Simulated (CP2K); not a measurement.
Two runs for the O K edge of carbon suboxide. Run A: CP2K XAS_TDP, all-electron GAPW, PBEh(45%), aug-cc-pVTZ, TDA, no relativity. Run B differs in one setting.

First lines with a strength over 0.0015. A:

```tsv
atom	energy (eV)	states	strength, one atom
O1 (bonded to C), 2 alike	528.85	2	0.0644
	532.88	1	0.0027
	534.55	2	0.0026
	535.21	1	0.0112
	535.53	1	0.0099
```

B:

```tsv
atom	energy (eV)	states	strength, one atom
O1 (bonded to C), 2 alike	531.27	2	0.0641
	535.30	1	0.0027
	536.97	2	0.0026
	537.63	1	0.0112
	537.94	1	0.0099
```

**Question.** Which was it: the basis, the functional, scalar relativity switched on, GW2X switched on?

GW2X switched on. GW2X shifts an atom's lines together and keeps their spacings. Against PBEh(45%) in aug-cc-pVTZ, the leading line moves by +2.42 eV, to 531.27 eV.

[Banner, clock and machine lines of the logs are left out without a mark of their own.]

[Logs are printed without paths, hosts, clocks, repeated set-up lines and the standing remarks that a program may print on its own settings, such as how far it seeks lower states.]

[Hosts, paths, dates, database ids (printed as entryN), source tags and the programs' standing remarks are cut or masked in the printed files.]
